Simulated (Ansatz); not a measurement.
# Cs2TlCoF6 (Fm-3m): converging the G0W0 gap

How do accuracy and time trade against each other in G0W0 on Cs2TlCoF6 (Fm-3m)?

Main program and level: Ansatz 0.2.0; G0W0 on PBE, plane waves, PAW; PAW set soft_1.

Most raw output is cut from this account.

In doubt: one-shot GW on d or f shells is unsure (steps 2, 3, 4, 5, 6, 7), so the values of those runs are not to be relied on.

**1. The structure**

Symmetry: Fm-3m, No. 225, cubic system. The conventional cell has a = 9.183 Å, b = 9.183 Å, c = 9.183 Å, α = 90.00°, β = 90.00°, γ = 90.00°. Nearest to Cs lie 12 F at 3.27 Å. Nearest to Tl lie 6 F at 2.70 Å. Nearest to Co lie 6 F at 1.89 Å. F has 1 Co at 1.89 Å and 1 Tl at 2.70 Å and 4 Cs at 3.27 Å nearest. Farther neighbours and most contacts between anions are not listed.

The cell and positions are those that the Materials Project relaxed with its own functionals (PBE, PBE+U or r2SCAN), kept fixed. Spin-orbit coupling is left out unless a step names it.

**2. 174 empty bands, screening to 54 eV**

G0W0 replaces the xc potential by the self-energy, built once from these orbitals. Only a window of levels is corrected, while the sums run over the empty bands that the input names. This step takes PAW set soft_1 files.

The input, input.yaml:

```yaml
crystal:
  lattice:
    - [0.0, 4.5913357458, 4.5913357458]
    - [4.5913357458, 0.0, 4.5913357458]
    - [4.5913357458, 4.5913357458, 0.0]
  atoms:
    - { symbol: Cs, position: [0.25, 0.25, 0.25] }
    - { symbol: Cs, position: [0.75, 0.75, 0.75] }
    - { symbol: Tl, position: [0.5, 0.5, 0.5] }
    - { symbol: Co, position: [0.0, 0.0, 0.0] }
    - { symbol: F, position: [0.206089, 0.206089, 0.793911] }
    - { symbol: F, position: [0.206089, 0.793911, 0.793911] }
    - { symbol: F, position: [0.793911, 0.793911, 0.206089] }
    - { symbol: F, position: [0.206089, 0.793911, 0.206089] }
    - { symbol: F, position: [0.793911, 0.206089, 0.793911] }
    - { symbol: F, position: [0.793911, 0.206089, 0.206089] }
kpoints:
  mp_grid: { grid: [4, 4, 4] }
hamiltonian:
  xc: pbe
  pseudopotentials: { kind: paw, azcp: { folder: soft_1 } }
scf:
  occupations: { method: fixed }
gw:
  n_empty_bands: 174
  ecut_chi: 54
  qp_bands: [v3, c3]
  qp_kpoints: band_edges
  screening: { model: contour_deformation }
```

The run is started by

```sh
ansatz run input.yaml --threads 2 --pin off --max-ram 92160MiB --backend cuda --events-out ev --progress --plain --runs-dir out --devices 1 --max-vram 13GiB
```

Elapsed: 11 s, on 1 × NVIDIA H100 80GB HBM3 (shared by 6 runs) with 2 threads of AMD EPYC 7R13 (Zen 3), shared host; peak memory 1.3 GiB; 14 s of CPU time.

This step gave:

```
bands summed                                 : 219
RPA ε∞ on this mesh (eigenvalues)            : 3.085, 3.085, 3.085
plane waves in the screening matrix          : 169
q-points in the mesh                         : 64
G0W0 gap on the mesh                         : 4.512 eV
k of the valence top                         : 0, -0.5, -0.5
k of the conduction bottom                   : 0, 0.25, -0.25
starting gap on the mesh                     : 1.335 eV
Z at the valence top                         : 0.6619
Z at the conduction bottom                   : 0.6940
least direct G0W0 gap on the computed points : 4.523 eV
```

The gap on the mesh goes from 1.33 eV to 4.51 eV, a correction of +3.18 eV. The program marks an edge row as in doubt. Between the two edge states, bare exchange in place of the xc potential would open the gap by 17.35 eV, and correlation takes back 14.17 eV.

**3. 493 empty bands, screening to 108 eV**

Another rung: the empty bands reach about as high as the screening cutoff, so the two stay in balance.

input.yaml, as its differences from that of step 2:

```diff
@@ -24,4 +24,4 @@
 gw:
-  n_empty_bands: 174
-  ecut_chi: 54
+  n_empty_bands: 493
+  ecut_chi: 108
   qp_bands: [v3, c3]
```

It took 20 s on 1 × NVIDIA H100 80GB HBM3 (shared by 6 runs) with 2 threads; peak memory 2 GiB.

Numbers from this step:

| Property | Result |
| --- | --- |
| bands summed | 538 |
| RPA ε∞ on this mesh (eigenvalues) | 3.080, 3.080, 3.080 |
| plane waves in the screening matrix | 531 |
| q-points in the mesh | 64 |
| G0W0 gap on the mesh | 3.750 eV |
| k of the valence top | 0, -0.5, -0.5 |
| k of the conduction bottom | 0, 0.25, -0.25 |
| starting gap on the mesh | 1.335 eV |
| Z at the valence top | 0.6489 |
| Z at the conduction bottom | 0.6858 |
| least direct G0W0 gap on the computed points | 3.764 eV |

Against the run with 4×4×4 mesh, 174 empty bands, screening to 54 eV, PAW set soft_1 files, the gap moves by −0.76 eV.

**4. 1061 empty bands, screening to 180 eV**

input.yaml, as its differences from that of step 3:

```diff
@@ -24,4 +24,4 @@
 gw:
-  n_empty_bands: 493
-  ecut_chi: 108
+  n_empty_bands: 1061
+  ecut_chi: 180.0
   qp_bands: [v3, c3]
```

Run time: 73 s. Hardware: 1 × NVIDIA H100 80GB HBM3 (shared by 6 runs) with 2 threads; peak memory 3.8 GiB; 2 min of CPU time.

Numbers from this step:

- bands summed: 1106
- RPA ε∞ on this mesh (eigenvalues): 3.066, 3.066, 3.066
- plane waves in the screening matrix: 1067
- G0W0 gap on the mesh: 3.535 eV
- k of the valence top: 0, -0.5, -0.5
- k of the conduction bottom: 0, 0.25, -0.25
- starting gap on the mesh: 1.335 eV
- least direct G0W0 gap on the computed points: 3.549 eV

Against the run with 4×4×4 mesh, 493 empty bands, screening to 108 eV, PAW set soft_1 files, the gap moves by −0.22 eV.

**5. Changing the k mesh: 2×2×2 mesh, 493 empty bands, screening to 108 eV, PAW set soft_1 files**

Only the mesh changes. It samples the long-range screening, which converges on its own terms. Bands and cutoff differ from the step before, so it is read against an earlier run that matches them.

input.yaml, as its differences from that of step 4:

```diff
@@ -17,3 +17,3 @@
 kpoints:
-  mp_grid: { grid: [4, 4, 4] }
+  mp_grid: { grid: [2, 2, 2] }
 hamiltonian:
@@ -24,4 +24,4 @@
 gw:
-  n_empty_bands: 1061
-  ecut_chi: 180.0
+  n_empty_bands: 493
+  ecut_chi: 108
   qp_bands: [v3, c3]
```

Wall time 12 s (1 × NVIDIA H100 80GB HBM3 (shared by 6 runs) with 2 threads); peak memory 1.4 GiB.

Numbers from this step:

| Quantity | Value |
| --- | --- |
| bands summed | 538 |
| RPA ε∞ on this mesh (eigenvalues) | 3.315, 3.315, 3.315 |
| plane waves in the screening matrix | 531 |
| G0W0 gap on the mesh | 3.779 eV |
| k of the valence top | 0, -0.5, -0.5 |
| k of the conduction bottom | 0, 0, -0.5 |
| starting gap on the mesh | 1.340 eV |
| least direct G0W0 gap on the computed points | 3.795 eV |

Against the run with 4×4×4 mesh, 493 empty bands, screening to 108 eV, PAW set soft_1 files, the gap moves by +0.03 eV. A band edge is found at another k point on this mesh.

**6. Changing the frequency model: 4×4×4 mesh, 1061 empty bands, screening to 180 eV, plasmon pole, PAW set soft_1 files**

A plasmon pole stands in for the full frequency dependence of the screening; this run shows what that costs in accuracy. Bands and cutoff differ from the step before, so it is read against an earlier run that matches them.

input.yaml, as its differences from that of step 5:

```diff
@@ -17,3 +17,3 @@
 kpoints:
-  mp_grid: { grid: [2, 2, 2] }
+  mp_grid: { grid: [4, 4, 4] }
 hamiltonian:
@@ -24,6 +24,6 @@
 gw:
-  n_empty_bands: 493
-  ecut_chi: 108
+  n_empty_bands: 1061
+  ecut_chi: 180.0
   qp_bands: [v3, c3]
   qp_kpoints: band_edges
-  screening: { model: contour_deformation }
+  screening: { model: godby_needs }
```

Elapsed: 1.9 min, on 1 × NVIDIA H100 80GB HBM3 (shared by 6 runs) with 2 threads; peak memory 8.5 GiB.

This step gave:

```
bands summed                                 : 1106
plasmon-pole fit frequency                   : 25.32 eV
RPA ε∞ on this mesh (eigenvalues)            : 3.066, 3.066, 3.066
plane waves in the screening matrix          : 1067
G0W0 gap on the mesh                         : 3.907 eV
k of the valence top                         : 0, -0.5, -0.5
k of the conduction bottom                   : 0, 0.25, -0.25
starting gap on the mesh                     : 1.335 eV
least direct G0W0 gap on the computed points : 3.924 eV
```

Against the run with 4×4×4 mesh, 1061 empty bands, screening to 180 eV, PAW set soft_1 files, the gap moves by +0.37 eV.

**7. Changing the files and raising the bands: 4×4×4 mesh, 1573 empty bands, screening to 234 eV, hard PAW files**

Other atomic data (hard PAW) test the pseudisation: the cutoff goes from 420 to 1050 eV and the valence electrons from 90 to 98, which opens shells that were frozen. Bands and screening cutoff change too, so the step is no clean test of the files.

This step: G0W0 on PBE, plane waves, PAW.

input.yaml, as its differences from that of step 6:

```diff
@@ -20,3 +20,3 @@
   xc: pbe
-  pseudopotentials: { kind: paw, azcp: { folder: soft_1 } }
+  pseudopotentials: { kind: paw, source: ansatz }
 scf:
@@ -24,6 +24,6 @@
 gw:
-  n_empty_bands: 1061
-  ecut_chi: 180.0
+  n_empty_bands: 1573
+  ecut_chi: 234.0
   qp_bands: [v3, c3]
   qp_kpoints: band_edges
-  screening: { model: godby_needs }
+  screening: { model: contour_deformation }
```

It took 4.3 min on 1 × NVIDIA H100 80GB HBM3 (shared by 6 runs) with 2 threads; peak memory 9.8 GiB.

This step gave:

* bands summed: 1622
* RPA ε∞ on this mesh (eigenvalues): 3.062, 3.062, 3.062
* plane waves in the screening matrix: 1591
* G0W0 gap on the mesh: 3.494 eV
* k of the valence top: 0, -0.5, -0.5
* k of the conduction bottom: 0, 0.25, -0.25
* starting gap on the mesh: 1.337 eV
* least direct G0W0 gap on the computed points: 3.506 eV

Against the run with 4×4×4 mesh, 1061 empty bands, screening to 180 eV, PAW set soft_1 files, the gap moves by −0.04 eV.

**8. Convergence and cost**

Times are wall times on 1 × NVIDIA H100 80GB HBM3 (shared by 6 runs) with 2 threads of AMD EPYC 7R13 (Zen 3), shared host, good to a factor of about two.

```csv
mesh,files,frequency,bands summed,cutoff (eV),start (eV),G0W0 (eV),time,host memory (GiB)
4×4×4,PAW set soft_1,contour deformation,219,54,1.335,4.512,11 s,1.3
4×4×4,PAW set soft_1,contour deformation,538,108,1.335,3.750,20 s,2.0
4×4×4,PAW set soft_1,contour deformation,1106,180,1.335,3.535,73 s,3.8
2×2×2,PAW set soft_1,contour deformation,538,108,1.340,3.779,12 s,1.4
4×4×4,PAW set soft_1,plasmon pole,1106,180,1.335,3.907,1.9 min,8.5
4×4×4,hard PAW,contour deformation,1622,234,1.337,3.494,4.3 min,9.8
```

How the two edges are built up, in eV (the quasiparticle level is the starting level plus Σx plus Σc less Vxc):

```csv
run,edge,start,Σx,Σc,Vxc,Z,QP
219 bands,valence top,5.24,-42.16,8.26,-32.97,0.66,4.31
219 bands,conduction bottom,6.57,-22.62,-5.91,-30.78,0.69,8.82
538 bands,valence top,5.24,-42.16,8.61,-32.97,0.65,4.65
538 bands,conduction bottom,6.57,-22.62,-6.33,-30.78,0.69,8.40
1106 bands,valence top,5.24,-42.16,8.59,-32.97,0.64,4.64
1106 bands,conduction bottom,6.57,-22.62,-6.55,-30.78,0.68,8.18
```

**9. Outcome**

| Item | Value |
| --- | --- |
| 219 bands, 54 eV | 4.512 eV |
| 538 bands, 108 eV | 3.750 eV |
| 1106 bands, 180 eV | 3.535 eV |
| mesh and start | 4×4×4, PBE |

**Reading.** From 219 to 1106 bands the gap moves by −0.98 eV while the time grows 6.4-fold. Σc changes by +0.33 eV at the valence top and −0.65 eV at the conduction bottom, so both edges matter. On the 2×2×2 mesh in place of 4×4×4 the gap differs by +0.03 eV, of which +0.01 eV is already in the start. The plasmon-pole model gives +0.37 eV against contour deformation, 17 % of the correction, and saved no time in this program. With hard PAW files and 1622 bands the gap is 3.49 eV. Where an edge is built on 6p states of lead, bismuth or thallium, scalar-relativistic gaps usually stand too wide, by a few tenths to over one eV. The runs have no spin polarisation. For a closed low-spin shell that is the natural state; where a d or f shell is open it is a constraint, and the gap is then not the crystal's own. With d states at the gap, one-shot GW leans hard on its start. The many-body steps are scalar-relativistic: spin-orbit coupling is not in them. The program marks a band-edge row as in doubt, so the gap is less sure than its digits.

[Paths, hosts, dates, memory and timing lines, banners, echoed tables and standing remarks are left out of the program output.]

[Logs are printed without paths, hosts, clocks, repeated set-up lines and the standing remarks that a program may print on its own settings, such as how far it seeks lower states.]

[Runs of the session that timed out or met a known fault of the program may be left out.]

[Cells called generated may have been cut or substituted from an entry of the Crystallography Open Database or the Materials Project.]

[Hosts, paths, dates, database ids (printed as entryN), source tags and the programs' standing remarks are cut or masked in the printed files.]
